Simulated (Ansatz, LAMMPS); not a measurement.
## Relaxing a frame of liquid mixture of sulfolane and H2O from 380 K (192 atoms)

Wanted: the relaxed structure of a frame of liquid mixture of sulfolane and H2O from 380 K (192 atoms) and its electronic structure.

Method: Kohn-Sham DFT, PBE+D4, PAW (set soft_2), plane waves, in Ansatz 0.2.0.

## (1) Set-up

The cell holds 192 atoms: 28 O, 12 S, 48 C and 104 H. Its edges and angles: a = 12.923 Å, b = 12.923 Å, c = 12.923 Å, α = 90.0°, β = 90.0°, γ = 90.0°. 12 sulfolane, 4 H2O placed at random, at 1.17 g/cm³; overlaps pushed apart, then 10 ps at 450 K with MMFF94 bonds, angles, torsions, charges and radii (Halgren, J. Comput. Chem. 17, 490 (1996)) in harmonic and 12-6 forms; SPC/E water (Berendsen, Grigera and Straatsma, J. Phys. Chem. 91, 6269 (1987)). Snapshot after 20 ps at 380 K and fixed volume.

Limits known from the start: The network of contacts between molecules at the start is that of the classical potential that made the cell. The density was typed from a rule of thumb and may lie off the real one at this temperature. Sampling is at Γ alone, for a cell whose shortest periodic width is 13 Å.

## (2) Single point at the start

A single point comes first, to see the forces before anything moves.

Input file input.yaml:

```yaml
crystal:
  lattice:
    - [12.92274, 0.0, 0.0]
    - [0.0, 12.92274, 0.0]
    - [0.0, 0.0, 12.92274]
  atoms:
    - { symbol: O, position: [0.10229, 0.99631, 0.90059] }
    - { symbol: S, position: [0.13512, 0.09388, 0.86115] }
    - { symbol: O, position: [0.24497, 0.12217, 0.8707] }
    - { symbol: C, position: [0.0666, 0.19951, 0.90706] }
    [... 182 atom lines left out ...]
    - { symbol: O, position: [0.86334, 0.1884, 0.11509] }
    - { symbol: H, position: [0.86984, 0.17918, 0.19165] }
    - { symbol: H, position: [0.82583, 0.12782, 0.08491] }
    - { symbol: O, position: [0.06362, 0.43747, 0.62065] }
    - { symbol: H, position: [0.98798, 0.4214, 0.6235] }
    - { symbol: H, position: [0.09167, 0.4424, 0.6926] }
kpoints:
  mp_grid: { grid: [1, 1, 1] }
hamiltonian:
  xc: pbe
  dispersion: d4
scf:
  occupations: { method: fermi_dirac, width: 0.025 }
output:
  forces: true
  stress: true
  populations: true
  dos:
    method: { smearing: { sigma: 0.15 } }
    de: 0.1
    projected: { site_lists: { C: [C], H: [H], O: [O], S: [S] } }
  eigenvalues: true
```

On the command line:

```bash
> ansatz run input.yaml --threads 4 --pin off --max-ram 8192MiB --backend cpu --events-out ev --progress --plain --runs-dir out
```

The job ended after 33 s (4 threads of Intel Xeon Platinum 8259CL at 2.50GHz (Skylake/Cascade Lake), shared host; peak memory 3 GiB).

The run gave:

```yaml
free_energy: -40410.9330 eV
free_energy_per_atom: -210.4736 eV/atom
scf_cycles: 11
pressure: 3.031 GPa
r_m_s_force_component: 0.982 eV/Å
longest_force: 4.321 eV/Å
fermi_energy: 1.734 eV
spacing_of_highest_filled_and_lowest_empty_level: 4.677 eV
spilling_of_the_projection: 0.01812
```

The r.m.s. force component of 0.98 eV/Å and the pressure of 3.0 GPa set the starting point.

Neighbours are counted within 1.34 Å (H-C), 1.21 Å (H-O), 1.85 Å (C-C), 2.21 Å (C-S), 1.93 Å (O-S).

Length of the force by element and coordination:

```
element  coordination  atoms  mean length of the force (eV/Å)  spread  least   most
      C           all     48                             2.15   0.917  0.754   3.78
      H           all    104                             1.14   0.620  0.219   3.87
      O           all     28                             1.20   0.680  0.225   2.83
      O             1     24                             1.33   0.654  0.322   2.83
      O             2      4                            0.459   0.144  0.225  0.596
      S           all     12                             2.05    1.10  0.771   4.32
```

## (3) Relaxation

With the cell held, the atoms are moved downhill towards a nearby minimum.

input.yaml, the sections that differ from step 2:

```yaml
output:
  forces: true
relax:
  f_tol: 0.05
  max_steps: 200
# crystal, kpoints, hamiltonian, scf: as in step 2
```

Wall time 14 min (4 threads); peak memory 3 GiB; 52 min of CPU time.

The steps of the relaxation (22 of 47):

```
step  energy less that of the first step (eV)  largest force component (eV/Å)
   1                                   0.0000                          3.4993
   3                                  -9.5476                          0.8305
   5                                 -10.3105                          1.0154
   8                                 -10.7101                          0.1750
  10                                 -10.6140                          2.2270
  12                                 -10.8529                          0.0961
  14                                 -10.8700                          0.6873
  16                                 -10.9038                          0.2878
  19                                 -10.9383                          0.2052
  21                                 -10.9516                          0.5098
  23                                 -10.9674                          0.3045
  25                                 -10.9836                          0.0984
  27                                 -10.9940                          0.1724
  29                                 -11.0038                          0.1377
  32                                 -11.0089                          0.0839
  34                                 -11.0108                          0.0874
  36                                 -11.0154                          0.0869
  38                                 -11.0172                          0.0697
  40                                 -11.0185                          0.1251
  43                                 -11.0212                          0.0067
  45                                 -11.0235                          0.0890
  47                                 -11.0248                          0.0427
```

Relaxation steps 10, 14, 34, 37, 42 were tried and not accepted.

The atoms that moved most (Å):

```
atom      dx      dy      dz  length
 H75  -0.836  -0.193   1.571   1.790
H165   1.530  -0.625   0.285   1.677
 H74  -1.245   0.149   0.892   1.539
 O61  -0.066  -0.856   1.273   1.535
 H28   1.366  -0.174  -0.654   1.525
 H10  -0.950   0.534   1.019   1.492
  H9  -0.936  -0.273   1.100   1.470
 H42  -0.577   0.983   0.849   1.421
```

The relaxation changed the energy by -57.4 meV/atom, and atoms moved by 0.82 Å r.m.s., 1.8 Å at most.

## (4) Distances and neighbours after relaxation

Bonds before and after, by the cutoffs listed below:

```
pair  bonds before  bonds after  mean before (Å)  mean after (Å)  spread before (Å)  spread after (Å)
 H-C            96           96            1.093           1.097              0.034             0.002
 H-O             8            8            1.000           0.978              0.000             0.002
 C-C            36           36            1.509           1.533              0.032             0.006
 C-S            24           24            1.763           1.817              0.040             0.006
 O-S            24           24            1.460           1.466              0.023             0.004
```

Density 1.17 g/cm³, 11.24 Å³ an atom.

g(r), total and by pair (bins of 0.2 Å):

```
r (Å)  total   H-H    H-C   H-O   H-S    C-C   C-O
 0.90   0.39  0.00   0.00  2.48  0.00   0.00  0.00
 1.10   3.84  0.00  14.18  0.00  0.00   0.00  0.00
 1.30   0.00  0.00   0.00  0.00  0.00   0.00  0.00
 1.50   1.31  0.26   0.00  0.00  0.00  11.55  0.00
 1.70   0.64  2.17   0.00  0.00  0.00   0.00  0.00
 1.90   0.48  0.24   0.00  0.49  0.00   0.00  0.00
 2.10   1.12  0.00   4.04  0.14  0.00   0.00  0.00
 2.30   0.86  0.35   1.15  0.49  5.50   0.00  0.00
 2.50   1.06  2.15   0.00  0.85  0.35   2.95  0.00
 2.70   1.67  1.73   0.47  3.07  0.00   1.23  4.21
 2.90   0.64  0.76   0.56  1.04  0.88   0.00  0.00
 3.10   0.81  1.36   0.53  1.06  1.21   0.00  0.19
 3.30   0.73  0.49   0.72  1.24  1.34   0.00  1.35
 3.50   1.15  0.76   1.59  1.31  0.85   0.00  2.66
 3.70   0.93  0.68   0.89  0.88  2.06   0.27  2.38
 3.90   0.95  1.31   0.71  0.97  1.00   0.54  1.10
 4.10   0.74  0.94   0.63  0.63  0.61   0.39  0.69
 4.30   1.01  0.96   0.80  1.71  0.89   0.72  0.76
 4.50   0.96  0.84   0.95  1.22  0.71   0.81  1.04
 4.70   0.95  0.78   0.93  1.21  0.96   0.68  1.28
 4.90   0.93  1.02   0.82  0.77  1.25   0.83  1.06
 5.10   1.01  1.06   1.00  0.99  1.17   1.21  0.69
 5.30   0.96  0.96   0.98  0.79  0.97   1.06  1.07
 5.50   0.99  1.01   1.11  0.92  0.75   0.86  0.97
 5.70   1.04  1.00   1.08  1.10  0.83   1.13  1.08
 5.90   1.10  1.03   1.18  0.84  1.13   1.54  1.15
 6.10   1.10  1.08   1.05  1.07  1.15   1.44  0.90
 6.30   1.02  1.08   1.04  1.03  0.83   1.24  0.69
```

Bonds by pair of elements; cutoffs follow the first minimum of g(r), held within bounds set by covalent radii, and pairs that aren't listed don't count as bonded:

```
pair A-B  cutoff (Å)  bonds  mean length (Å)  spread (Å)  shortest (Å)  B about A  A about B
     H-C        1.34     96             1.10       0.002          1.09      0.923          2
     H-O        1.21      8            0.978       0.002         0.975      0.077      0.286
     C-C        1.85     36             1.53       0.006          1.52        1.5        1.5
     C-S        2.21     24             1.82       0.006          1.80        0.5          2
     O-S        1.88     24             1.47       0.004          1.46      0.857          2
```

How many atoms have how many bonded neighbours:

```
element  mean    1  2   4
      C     4    0  0  48
      H     1  104  0   0
      O  1.14   24  4   0
      S     4    0  0  12
```

Bond angles, per cent of each kind in bins of 5°:

```
angle (°)  C-C-H  H-C-H  H-C-S  C-S-O  C-C-S
  100–105    0.0    0.0    2.1    0.0   62.5
  105–110   15.3   81.2   97.9   47.9   37.5
  110–115   72.9   18.8    0.0   52.1    0.0
  115–120   11.8    0.0    0.0    0.0    0.0
```

Bond angles (no mean is given where the spread exceeds 20°):

```
angle  count  mean (°)  spread (°)
C-C-H    144       112           2
H-C-H     48       109         1.3
H-C-S     48       107         0.9
C-S-O     48       110         1.1
C-C-S     24       104           1
```

Bond length by coordination (bonds to H left out):

```
element  coordination  atoms  mean bond length (Å)
      O             1     24                  1.47
```

Rings of the network by King's shortest-path rule, up to 12 atoms, one path for each pair of neighbours; H, halogens, alkali and alkaline-earth atoms are left out, and the last column divides by all other atoms, bonded or not:

```
ring size (atoms)  rings  per network atom
                5     12             0.136
```

With the cutoffs above, all C atoms have 4, all H atoms have 1, 86 % of O atoms have 1 and all S atoms have 4 bonded neighbours. The C-C-H angle averages 112° with a spread of 2°. All rings counted have 5 atoms.

## (5) Single point at the relaxed geometry

The electronic structure is read at the final geometry, in a run of its own.

Input file input.yaml:

```yaml
crystal:
  lattice:
    - [12.92274, 0.0, 0.0]
    - [0.0, 12.92274, 0.0]
    - [0.0, 0.0, 12.92274]
  atoms:
    - { symbol: O, position: [0.10257, 0.01659, 0.90501] }
    - { symbol: S, position: [0.10321, 0.1277, 0.88089] }
    - { symbol: O, position: [0.20288, 0.1816, 0.88597] }
    - { symbol: C, position: [0.00763, 0.19407, 0.9595] }
    [... 182 atom lines left out ...]
    - { symbol: O, position: [0.83419, 0.13388, 0.17804] }
    - { symbol: H, position: [0.84721, 0.08761, 0.23676] }
    - { symbol: H, position: [0.82122, 0.0888, 0.11888] }
    - { symbol: O, position: [0.06893, 0.41801, 0.64067] }
    - { symbol: H, position: [0.9941, 0.40689, 0.63497] }
    - { symbol: H, position: [0.07618, 0.45039, 0.70862] }
kpoints:
  mp_grid: { grid: [1, 1, 1] }
hamiltonian:
  xc: pbe
  dispersion: d4
scf:
  occupations: { method: fermi_dirac, width: 0.025 }
output:
  forces: true
  stress: true
  populations: true
  dos:
    method: { smearing: { sigma: 0.08 } }
    de: 0.1
    projected: { site_lists: { C: [C], H: [H], O: [O], S: [S] } }
  eigenvalues: true
  write_density: true
  write_potential: true
  volumetric_format: npy
```

It took 39 s on 4 threads; peak memory 3 GiB; 2.5 min of CPU time.

The program notes that the exchange-correlation potential is rough where the density is thin.

Read from the output:

- free energy: -40421.9578 eV
- free energy per atom: -210.5310 eV/atom
- SCF cycles: 11
- pressure: -0.3388 GPa
- r.m.s. force component: 0.00662 eV/Å
- longest force: 0.05528 eV/Å
- Fermi energy: 1.448 eV
- gap (highest filled to lowest empty level): 5.189 eV
- spilling of the projection: 0.01787

Löwdin charges by element and coordination (they lack the spilled electrons, 0.050 e an atom on average):

```
element  coordination  atoms  mean charge (e)  spread   least    most
      C           all     48           -0.363  0.0939  -0.470  -0.259
      H           all    104            0.225  0.0504   0.176   0.399
      O           all     28           -0.750  0.0086  -0.766  -0.729
      O             1     24           -0.753  0.0066  -0.766  -0.739
      O             2      4           -0.736  0.0041  -0.739  -0.729
      S           all     12             2.05  0.0053    2.04    2.06
```

Density of states as counts of states in windows of 1 eV (from the Fermi level), total and the larger projections:

```
from (eV)  to (eV)  total   C p   O p   H s   S p   C s
      -18      -17   23.9   2.5   0.0   3.6   2.4  13.0
      -17      -16    0.1   0.0   0.0   0.0   0.0   0.0
      -16      -15    0.8   0.1   0.0   0.2   0.1   0.4
      -15      -14   24.6   2.5   0.1   5.2   2.3  13.8
      -14      -13   22.6   4.1   0.5   3.3   1.9   7.7
      -13      -12    0.0   0.0   0.0   0.0   0.0   0.0
      -12      -11    7.7   2.3   0.2   2.0   0.8   2.3
      -11      -10   40.3  10.9   3.2   9.2   1.9   9.2
      -10       -9    3.6   0.8   1.5   0.8   0.3   0.0
       -9       -8   52.4  22.1  11.6   8.4   5.1   0.4
       -8       -7   51.1  18.7  13.4   8.7   5.6   0.9
       -7       -6   45.1  18.7  12.0   6.6   5.1   0.6
       -6       -5   65.5  40.0   8.6  14.4   0.4   0.6
       -5       -4   55.1  21.6  19.8  11.3   0.2   0.3
       -4       -3   64.1   8.2  49.3   3.8   0.6   0.2
       -3       -2   23.2   5.9  15.3   0.9   0.2   0.2
       -2        2    0.0   0.0   0.0   0.0   0.0   0.0
        2        3    2.7   0.2   0.0   1.0   0.1   0.4
        3        4   34.1   3.6   2.9   8.7   4.8   2.9
        4        5   72.4  13.4   7.3  11.9  13.5   3.9
```

The curve was stored every 0.100 eV, coarse against its broadening of 0.08 eV, so these counts are rough.

Between -24 and -18 eV lie 56 more states.

The levels nearest the highest filled one (over half full), pooled over k-points and spins:

```
level less the highest filled one (eV)  occupation
                                -0.272           2
                                -0.245           2
                                -0.204           2
                                -0.191           2
                                -0.152           2
                                     0           2
                                  5.19           0
                                  5.61           0
                                  5.69           0
                                  5.80           0
                                  5.85           0
                                  5.92           0
```

Mean Löwdin charges: C -0.36, H +0.22, O -0.75, S +2.05 e (they miss 1.8 % of the electrons, so they add up to more than the cell's charge). The largest share in the top eV of filled states is O p (75 % of the projected weight), and in the lowest eV of empty states H s (41 % of the projected weight).

## (6) Outcome

- energy change in the relaxation: -57.42 meV/atom
- r.m.s. displacement: 0.821 Å
- largest displacement: 1.79 Å
- free energy per atom: -210.5310 eV/atom
- pressure: -0.3388 GPa
- r.m.s. force component: 0.00662 eV/Å
- gap (highest filled to lowest empty level): 5.189 eV
- wall time of the 3 DFT runs: 15 min

**Reading.** Relaxation lowers the energy by 57.4 meV/atom and moves atoms by 0.82 Å r.m.s.; the r.m.s. force component goes from 0.98 to 0.0066 eV/Å, the pressure goes from 3.0 to -0.34 GPa, and the gap from 4.68 to 5.19 eV. By the final cutoffs no bond was broken or made. From the first step to the last the energy fell by 11.025 eV, and the largest move was 1.79 Å (H75). The C-S bonds change most in mean length: from 1.763 Å (spread 0.040) to 1.817 Å (spread 0.006). With the cutoffs above, all C atoms have 4, all H atoms have 1, 86 % of O atoms have 1 and all S atoms have 4 bonded neighbours. Between filled and empty levels lie 5.19 eV (at Γ alone); a semilocal functional tends to put such gaps too low. In a disordered cell it changes from sample to sample and from frame to frame.

**Limits.** The network of contacts between molecules at the start is that of the classical potential that made the cell; in DFT atoms moved by 0.82 Å r.m.s.

[Logs are printed without paths, hosts, clocks, repeated set-up lines and the standing remarks that a program may print on its own settings, such as how far it seeks lower states.]

[Hosts, paths, dates, database ids (printed as entryN), source tags and the programs' standing remarks are cut or masked in the printed files.]

[The MMFF94 radii named for the starting cell were scaled by 0.96; in molecules described by MMFF94, hydrogen bound to N, O or S took a small fixed 12-6 site in their place.]
